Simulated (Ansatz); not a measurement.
## linear Ir chain under tension and compression

Wanted: energy, moment and open channels of the linear Ir chain from 12 % compression to 30 % stretch.

Main program and level: Ansatz 0.2.0; DFT PBE, plane waves, PAW; relaxation of a chain's period, in the first sound run; inputs show where later runs differ.

This is a report of a sequence of runs, with most program output left out.

**1. Set-up**

The cell holds 1 atom: 1 Ir. Its edges and angles: a = 7.500 Å, b = 7.500 Å, c = 2.623 Å, α = 90.0°, β = 90.0°, γ = 90.0°. Vacuum lies along a and b. The structure's axis is c.

**2. Relaxation of atoms and period**

Band widths follow the bond lengths, so the chain is relaxed first. The atoms and the third cell vector are free; the box across stays fixed as vacuum. Moments are seeded so that a magnetic state can form if it lies lower. A Fermi-Dirac smearing is set since the result may be a metal. The pressure printed is a third of the stress's trace over the whole box, vacuum included; only the stress along the axis is relaxed.

input.yaml reads:

```yaml
crystal:
  lattice:
    - [7.5, 0.0, 0.0]
    - [0.0, 7.5, 0.0]
    - [0.0, 0.0, 2.6226]
  atoms:
    - { symbol: Ir, position: [0.5, 0.5, 0.0], spin: 1.0 }
magnetization:
  spin_polarized: true
kpoints:
  mp_grid: { grid: [1, 1, 31] }
scf:
  occupations: { method: fermi_dirac, width: 0.05 }
hamiltonian:
  xc: pbe
relax:
  cell: { fix: [a, b, alpha, beta, gamma] }
  max_steps: 60
```

Run with:

```
$ ansatz run input.yaml --threads 4 --pin off --max-ram 8192MiB --backend cpu --events-out ev --progress --plain --runs-dir out
```

It took 6.6 s on 4 threads of Arm Neoverse V2, shared host; peak memory 0.41 GiB; 23 s of CPU time.

Step by step:

| step | energy less that of the first step (eV) | largest force component (eV/Å) | pressure (GPa) | volume (Å³) |
| --- | --- | --- | --- | --- |
| 1 | 0.0000 | 0.0000 | -2.87 | 147.52 |
| 2 | -0.3650 | 0.0000 | -2.65 | 140.33 |
| 3 | -0.6503 | 0.0000 | -1.54 | 133.14 |
| 4 | -0.6983 | 0.0000 | 0.93 | 126.07 |
| 5 | -0.7198 | 0.0000 | -0.08 | 128.42 |
| 6* | -0.7181 | 0.0000 | -0.08 | 128.42 |

Relaxation steps marked * repeat the geometry before them on a plane-wave basis chosen anew for their cell, so energy and pressure can jump there.

| cell as run | before | after | change |
| --- | --- | --- | --- |
| c (Å) | 2.623 | 2.283 | -12.9 % |

Final coordinates:

```xyz
1
Lattice="7.5000 0.0000 0.0000 0.0000 7.5000 0.0000 0.0000 0.0000 2.2830" Properties=species:S:1:pos:R:3
Ir    3.7500    3.7500    0.0000
```

Numbers from this step:

* energy at zero smearing: -11931.4996 eV
* total moment: 0.6438 μB
* absolute moment: 0.6454 μB
* cell length along the wire: 2.283 Å

Site moment by atom:

| atom | site moment (μB) |
| --- | --- |
| Ir1 | 0.457 |

The cell's length comes to 2.283 Å with an absolute moment of 0.65 μB a cell. That is -13 % against the start, more than a small adjustment.

The cell shrank by 12.9 % in its periodic edges.

**3. The chain at a fixed length, period over the relaxed period 0.88, k-mesh 1×1×40**

This step: DFT PBE, plane waves, PAW; channels and complex bands of a perfect chain (Ansatz 0.2.0).

The period is set to 0.88 times the relaxed one: shorter bonds widen the bands.

The cell differs from the one that the last finished run ended in (c 2.283 → 2.009 Å).

input.yaml, the sections that differ from step 2:

```yaml
crystal:
  lattice:
    - [7.5, 0.0, 0.0]
    - [0.0, 7.5, 0.0]
    - [0.0, 0.0, 2.0090403806]
  atoms:
    - { symbol: Ir, position: [0.5, 0.5, 0.0], spin: 0.46 }
kpoints:
  mp_grid: { grid: [1, 1, 40] }
output:
  transmission:
    e_range: [-2, 2]
    de: 0.035
    kmesh: [1, 1]
    reduced_basis: true
    leads: [[0, 0]]
  stress: true
# magnetization, scf, hamiltonian: as in step 2
# relax: removed
```

Wall time 18 s (4 threads); peak memory 0.45 GiB; 59 s of CPU time.

Numbers from this step:

* energy at zero smearing: -11930.1670 eV
* total moment: 0.3655 μB
* absolute moment: 0.3705 μB
* channels at the energy nearest the Fermi level, spin up: 4
* channels at the energy nearest the Fermi level, spin down: 6
* conductance of the lead as this run defines it: 5.036 G₀
* band gap: 0 eV

The open channels of the lead by energy, zero at the Fermi level:

| energy (eV) | spin up | spin down |
| --- | --- | --- |
| -2.00 | 6 | 6 |
| -1.90 | 6 | 6 |
| -1.79 | 6 | 6 |
| -1.69 | 6 | 6 |
| -1.58 | 6 | 6 |
| -1.48 | 6 | 6 |
| -1.37 | 6 | 6 |
| -1.23 | 6 | 6 |
| -1.12 | 6 | 6 |
| -1.02 | 6 | 6 |
| -0.92 | 6 | 6 |
| -0.81 | 6 | 6 |
| -0.70 | 6 | 6 |
| -0.60 | 6 | 6 |
| -0.49 | 6 | 6 |
| -0.39 | 6 | 6 |
| -0.28 | 6 | 6 |
| -0.18 | 6 | 6 |
| -0.07 | 4 | 6 |
| -0.01 | 4 | 6 |
| 0.07 | 4 | 6 |
| 0.17 | 4 | 6 |
| 0.28 | 4 | 6 |
| 0.38 | 4 | 4 |
| 0.48 | 4 | 4 |
| 0.59 | 4 | 4 |
| 0.69 | 4 | 4 |
| 0.80 | 4 | 4 |
| 0.91 | 4 | 4 |
| 1.01 | 4 | 4 |
| 1.11 | 4 | 4 |
| 1.22 | 4 | 4 |
| 1.36 | 4 | 4 |
| 1.47 | 4 | 4 |
| 1.57 | 4 | 4 |
| 1.68 | 3 | 4 |
| 1.78 | 3 | 4 |
| 1.89 | 3 | 4 |
| 1.99 | 3 | 3 |

Site moment by atom:

| atom | site moment (μB) |
| --- | --- |
| Ir1 | 0.233 |

At the computed energy nearest the Fermi level there are 4 spin-up and 6 spin-down channels, and the thermal average gives 5.04 G₀.

**4. At a set period, period over the relaxed period 0.92, k-mesh 1×1×39**

The period is set to 0.92 times the relaxed one: shorter bonds widen the bands.

The cell differs from the one that the last finished run ended in (c 2.009 → 2.100 Å).

Changes to input.yaml since step 3:

```diff
@@ -4,3 +4,3 @@
     - [0.0, 7.5, 0.0]
-    - [0.0, 0.0, 2.0090403806]
+    - [0.0, 0.0, 2.1003603979]
   atoms:
@@ -10,3 +10,3 @@
 kpoints:
-  mp_grid: { grid: [1, 1, 40] }
+  mp_grid: { grid: [1, 1, 39] }
 scf:
```

Elapsed: 17 s, on 4 threads; peak memory 0.44 GiB; 55 s of CPU time.

At the computed energy nearest the Fermi level there are 4 spin-up and 6 spin-down channels, and the thermal average gives 5.00 G₀.

**5. The chain at a fixed length, period over the relaxed period 0.96, k-mesh 1×1×37**

The period is set to 0.96 times the relaxed one: shorter bonds widen the bands.

The cell differs from the one that the last finished run ended in (c 2.100 → 2.192 Å).

Changes to input.yaml since step 4:

```diff
@@ -4,3 +4,3 @@
     - [0.0, 7.5, 0.0]
-    - [0.0, 0.0, 2.1003603979]
+    - [0.0, 0.0, 2.1916804152]
   atoms:
@@ -10,3 +10,3 @@
 kpoints:
-  mp_grid: { grid: [1, 1, 39] }
+  mp_grid: { grid: [1, 1, 37] }
 scf:
```

It took 16 s on 4 threads; peak memory 0.44 GiB; 50 s of CPU time.

At the computed energy nearest the Fermi level there are 4 spin-up and 6 spin-down channels, and the thermal average gives 5.00 G₀.

**6. The chain at a fixed length, period over the relaxed period 1, k-mesh 1×1×36**

The period is set to 1.0 times the relaxed one, as the point of reference.

Changes to input.yaml since step 5:

```diff
@@ -4,3 +4,3 @@
     - [0.0, 7.5, 0.0]
-    - [0.0, 0.0, 2.1916804152]
+    - [0.0, 0.0, 2.2830004325]
   atoms:
@@ -10,3 +10,3 @@
 kpoints:
-  mp_grid: { grid: [1, 1, 37] }
+  mp_grid: { grid: [1, 1, 36] }
 scf:
```

It took 14 s on 4 threads; peak memory 0.42 GiB.

Open channels of the lead against energy, zero at the Fermi level:

| energy (eV) | spin up | spin down |
| --- | --- | --- |
| -2.00 | 4 | 3 |
| -1.90 | 4 | 4 |
| -1.79 | 6 | 4 |
| -1.69 | 6 | 4 |
| -1.58 | 6 | 4 |
| -1.48 | 6 | 4 |
| -1.37 | 6 | 4 |
| -1.23 | 6 | 6 |
| -1.12 | 6 | 6 |
| -1.02 | 6 | 6 |
| -0.92 | 6 | 6 |
| -0.81 | 6 | 6 |
| -0.70 | 6 | 6 |
| -0.60 | 6 | 6 |
| -0.49 | 6 | 6 |
| -0.39 | 6 | 6 |
| -0.28 | 4 | 6 |
| -0.18 | 4 | 6 |
| -0.07 | 4 | 6 |
| -0.01 | 4 | 6 |
| 0.07 | 4 | 6 |
| 0.17 | 4 | 6 |
| 0.28 | 4 | 4 |
| 0.38 | 4 | 4 |
| 0.48 | 4 | 4 |
| 0.59 | 4 | 4 |
| 0.69 | 3 | 4 |
| 0.80 | 3 | 4 |
| 0.91 | 3 | 4 |
| 1.01 | 3 | 4 |
| 1.11 | 3 | 4 |
| 1.22 | 3 | 3 |
| 1.36 | 3 | 3 |
| 1.47 | 3 | 3 |
| 1.57 | 3 | 3 |
| 1.68 | 3 | 3 |
| 1.78 | 3 | 3 |
| 1.89 | 3 | 3 |
| 1.99 | 1 | 3 |

At the computed energy nearest the Fermi level there are 4 spin-up and 6 spin-down channels, and the thermal average gives 5.00 G₀.

**7. At a set period, period over the relaxed period 1.04, k-mesh 1×1×34**

The period is set to 1.04 times the relaxed one: longer bonds narrow the bands.

The cell differs from the one that the last finished run ended in (c 2.283 → 2.374 Å).

Changes to input.yaml since step 6:

```diff
@@ -4,3 +4,3 @@
     - [0.0, 7.5, 0.0]
-    - [0.0, 0.0, 2.2830004325]
+    - [0.0, 0.0, 2.3743204498]
   atoms:
@@ -10,3 +10,3 @@
 kpoints:
-  mp_grid: { grid: [1, 1, 36] }
+  mp_grid: { grid: [1, 1, 34] }
 scf:
```

The job ended after 14 s (4 threads; peak memory 0.42 GiB; 45 s of CPU time).

At the computed energy nearest the Fermi level there are 4 spin-up and 6 spin-down channels, and the thermal average gives 5.00 G₀. The change of length costs 0.084 eV a cell and leaves an absolute moment of 0.73 μB a cell.

**8. The chain at a fixed length, period over the relaxed period 1.08, k-mesh 1×1×33**

The period is set to 1.08 times the relaxed one: longer bonds narrow the bands.

The cell differs from the one that the last finished run ended in (c 2.374 → 2.466 Å).

Changes to input.yaml since step 7:

```diff
@@ -4,3 +4,3 @@
     - [0.0, 7.5, 0.0]
-    - [0.0, 0.0, 2.3743204498]
+    - [0.0, 0.0, 2.4656404671]
   atoms:
@@ -10,3 +10,3 @@
 kpoints:
-  mp_grid: { grid: [1, 1, 34] }
+  mp_grid: { grid: [1, 1, 33] }
 scf:
```

The job ended after 20 s (4 threads; peak memory 0.48 GiB; 65 s of CPU time).

At the computed energy nearest the Fermi level there are 4 spin-up and 6 spin-down channels, and the thermal average gives 5.00 G₀. The change of length costs 0.286 eV a cell and leaves an absolute moment of 0.98 μB a cell.

**9. The chain at a fixed length, period over the relaxed period 1.13, k-mesh 1×1×32**

The period is set to 1.13 times the relaxed one: longer bonds narrow the bands.

The cell differs from the one that the last finished run ended in (c 2.466 → 2.580 Å).

Changes to input.yaml since step 8:

```diff
@@ -4,3 +4,3 @@
     - [0.0, 7.5, 0.0]
-    - [0.0, 0.0, 2.4656404671]
+    - [0.0, 0.0, 2.5797904887]
   atoms:
@@ -10,3 +10,3 @@
 kpoints:
-  mp_grid: { grid: [1, 1, 33] }
+  mp_grid: { grid: [1, 1, 32] }
 scf:
```

It took 17 s on 4 threads; peak memory 0.46 GiB.

The open channels of the lead by energy, zero at the Fermi level:

| energy (eV) | spin up | spin down |
| --- | --- | --- |
| -2.000 | 3 | 3 |
| -1.895 | 3 | 3 |
| -1.790 | 3 | 3 |
| -1.685 | 4 | 3 |
| -1.615 | 4 | 3 |
| -1.510 | 6 | 3 |
| -1.405 | 6 | 3 |
| -1.300 | 6 | 3 |
| -1.195 | 6 | 3 |
| -1.090 | 6 | 3 |
| -0.985 | 6 | 3 |
| -0.915 | 6 | 4 |
| -0.810 | 4 | 4 |
| -0.705 | 4 | 4 |
| -0.600 | 4 | 4 |
| -0.495 | 4 | 6 |
| -0.390 | 4 | 6 |
| -0.285 | 4 | 6 |
| -0.215 | 4 | 6 |
| -0.110 | 3 | 6 |
| -0.005 | 3 | 6 |
| 0.100 | 3 | 6 |
| 0.205 | 3 | 6 |
| 0.310 | 3 | 4 |
| 0.415 | 3 | 4 |
| 0.485 | 3 | 4 |
| 0.590 | 3 | 4 |
| 0.695 | 1 | 4 |
| 0.800 | 1 | 4 |
| 0.905 | 1 | 3 |
| 1.010 | 1 | 3 |
| 1.115 | 1 | 3 |
| 1.185 | 1 | 3 |
| 1.290 | 1 | 3 |
| 1.395 | 1 | 1 |
| 1.500 | 1 | 1 |
| 1.605 | 1 | 1 |
| 1.710 | 1 | 1 |
| 1.815 | 1 | 1 |
| 1.885 | 1 | 1 |

At the computed energy nearest the Fermi level there are 3 spin-up and 6 spin-down channels, and the thermal average gives 4.50 G₀. The change of length costs 0.592 eV a cell and leaves an absolute moment of 1.47 μB a cell.

For the conductance of the lead as this run defines it, step 3 gave 5.04 G₀; this run, with period over the relaxed period 1.13 and k-mesh 1×1×32, gives 4.50 G₀ (-11 %).

**10. At a set period, period over the relaxed period 1.2, k-mesh 1×1×30**

The period is set to 1.2 times the relaxed one: longer bonds narrow the bands.

The cell differs from the one that the last finished run ended in (c 2.580 → 2.740 Å).

Changes to input.yaml since step 9:

```diff
@@ -4,3 +4,3 @@
     - [0.0, 7.5, 0.0]
-    - [0.0, 0.0, 2.5797904887]
+    - [0.0, 0.0, 2.739600519]
   atoms:
@@ -10,3 +10,3 @@
 kpoints:
-  mp_grid: { grid: [1, 1, 32] }
+  mp_grid: { grid: [1, 1, 30] }
 scf:
```

Elapsed: 16 s, on 4 threads; peak memory 0.44 GiB; 56 s of CPU time.

At the computed energy nearest the Fermi level there are 1 spin-up and 6 spin-down channels, and the thermal average gives 3.56 G₀. The change of length costs 1.058 eV a cell and leaves an absolute moment of 2.31 μB a cell.

For the conductance of the lead as this run defines it, step 3 gave 5.04 G₀; this run, with period over the relaxed period 1.2 and k-mesh 1×1×30, gives 3.56 G₀ (-29 %).

**11. The chain at a fixed length, period over the relaxed period 1.3, k-mesh 1×1×27**

The period is set to 1.3 times the relaxed one: longer bonds narrow the bands.

The cell differs from the one that the last finished run ended in (c 2.740 → 2.968 Å).

Changes to input.yaml since step 10:

```diff
@@ -4,3 +4,3 @@
     - [0.0, 7.5, 0.0]
-    - [0.0, 0.0, 2.739600519]
+    - [0.0, 0.0, 2.9679005623]
   atoms:
@@ -10,3 +10,3 @@
 kpoints:
-  mp_grid: { grid: [1, 1, 30] }
+  mp_grid: { grid: [1, 1, 27] }
 scf:
```

Elapsed: 11 s, on 4 threads; peak memory 0.4 GiB; 39 s of CPU time.

At the computed energy nearest the Fermi level there are 1 spin-up and 4 spin-down channels, and the thermal average gives 2.50 G₀. The change of length costs 1.564 eV a cell and leaves an absolute moment of 2.41 μB a cell.

Between step 3 and this run (period over the relaxed period 1.3 and k-mesh 1×1×27) the value for the conductance of the lead as this run defines it moves from 5.04 G₀ to 2.50 G₀ (-50 %).

**12. Side by side**

Times are for 4 threads of Arm Neoverse V2, shared host. The runs compared:

| no. | period over the relaxed period | conductance of the lead as this run defines it (G₀) | absolute moment (μB) | energy at zero smearing less the lowest (eV) | time | memory (GiB) |
| --- | --- | --- | --- | --- | --- | --- |
| 1 | 0.88 | 5.036 | 0.3705 | 1.334 | 18 s | 0.45 |
| 2 | 0.92 | 5.003 | 0.4721 | 0.5062 | 17 s | 0.44 |
| 3 | 0.96 | 5.000 | 0.6078 | 0.1041 | 16 s | 0.44 |
| 4 | 1 | 5.000 | 0.6662 | 0 | 14 s | 0.42 |
| 5 | 1.04 | 5.000 | 0.7255 | 0.08408 | 14 s | 0.42 |
| 6 | 1.08 | 5.000 | 0.9772 | 0.2859 | 20 s | 0.48 |
| 7 | 1.13 | 4.500 | 1.471 | 0.5919 | 17 s | 0.46 |
| 8 | 1.2 | 3.560 | 2.305 | 1.058 | 16 s | 0.44 |
| 9 | 1.3 | 2.504 | 2.411 | 1.564 | 11 s | 0.4 |

**13. The same system on other settings**

This step: DFT PBE, plane waves, PAW; channels and complex bands of a perfect chain; changed: output.transmission.e_range = [-5, 2], output.transmission.de = 0.02 (Ansatz 0.2.0).

The atoms of the run at the relaxed period are kept and the input is varied, to see whether the result depends on it.

input.yaml, the sections that differ from step 11:

```yaml
crystal:
  lattice:
    - [7.5, 0.0, 0.0]
    - [0.0, 7.5, 0.0]
    - [0.0, 0.0, 2.2830004325]
  atoms:
    - { symbol: Ir, position: [0.5, 0.5, 0.0], spin: 0.46 }
kpoints:
  mp_grid: { grid: [1, 1, 36] }
output:
  transmission:
    e_range: [-5, 2]
    de: 0.02
    kmesh: [1, 1]
    reduced_basis: true
    leads: [[0, 0]]
  stress: true
# magnetization, scf, hamiltonian: as in step 11
```

Run time: 32 s. Hardware: 4 threads; peak memory 0.51 GiB; 1.8 min of CPU time.

Numbers from this step:

```yaml
energy_at_zero_smearing: -11931.5007 eV
total_moment: 0.6633 μB
absolute_moment: 0.6662 μB
channels_at_the_energy_nearest_the_fermi_level_spin_up: 4
channels_at_the_energy_nearest_the_fermi_level_spin_down: 6
conductance_of_the_lead_as_this_run_defines_it: 5.000 G₀
```

Table of open channels of the lead by energy, zero at the Fermi level:

| energy (eV) | spin up | spin down |
| --- | --- | --- |
| -5.0000 | 1 | 1 |
| -4.7600 | 1 | 1 |
| -4.5000 | 3 | 1 |
| -4.2600 | 3 | 3 |
| -4.0000 | 3 | 3 |
| -3.7600 | 3 | 3 |
| -3.5000 | 3 | 3 |
| -3.2600 | 3 | 3 |
| -3.0000 | 3 | 3 |
| -2.7600 | 3 | 3 |
| -2.5000 | 3 | 3 |
| -2.2600 | 4 | 3 |
| -2.0000 | 4 | 3 |
| -1.7600 | 6 | 4 |
| -1.5000 | 6 | 4 |
| -1.2600 | 6 | 6 |
| -1.0000 | 6 | 6 |
| -0.7600 | 6 | 6 |
| -0.5000 | 6 | 6 |
| -0.2600 | 4 | 6 |
| 0.0000 | 4 | 6 |
| 0.2400 | 4 | 6 |
| 0.5000 | 4 | 4 |
| 0.7400 | 3 | 4 |
| 1.0000 | 3 | 4 |
| 1.2400 | 3 | 3 |
| 1.5000 | 3 | 3 |
| 1.7400 | 3 | 3 |
| 2.0000 | 1 | 3 |

It took 32 s against 14 s for the run it varies, and the conductance is 5.00 G₀ against 5.00 G₀.

The total moment, absolute moment, channels at the energy nearest the Fermi level, spin up and channels at the energy nearest the Fermi level, spin down stay within 0.2 % plus 0.001 of the run it varies.

**14. What came out**

```json
{"relaxed cell length": "2.283 Å", "conductance at period × 0.88": "5.04 G₀", "conductance at period × 1.0": "5.00 G₀", "conductance at period × 1.13": "4.50 G₀", "conductance at period × 1.3": "2.50 G₀", "absolute moment at period × 0.88": "0.371 μB", "absolute moment at period × 1.0": "0.666 μB", "absolute moment at period × 1.3": "2.41 μB"}
```

In words: The moment is 0.37 μB at the shortest period and 2.41 μB at the longest, as longer bonds narrow the bands. The conductance goes from 5.04 G₀ at the shortest period to 2.50 G₀ at the longest, while the magnetic state changes too. Transport is coherent and elastic here: the atoms are frozen, so scattering by vibrations plays no part. Spin-orbit coupling is left out, which matters for the bands of heavy atoms. No search over magnetic orders was made; another may lie lower. For the perfect chain only parallel moments were started; its antiparallel and spiral orders were not tested. Conductances of a perfect chain off the multiples of half a G0 come from band edges within the thermal window; the square box also splits pairs of bands that an isolated chain keeps degenerate, which moves such edges. The lead's cell of one atom keeps the chain straight and evenly spaced; a zigzag or dimerised form may lie lower.

[Logs are printed without paths, hosts, clocks, repeated set-up lines and the standing remarks that a program may print on its own settings, such as how far it seeks lower states.]

[Hosts, paths, dates, database ids (printed as entryN), source tags and the programs' standing remarks are cut or masked in the printed files.]
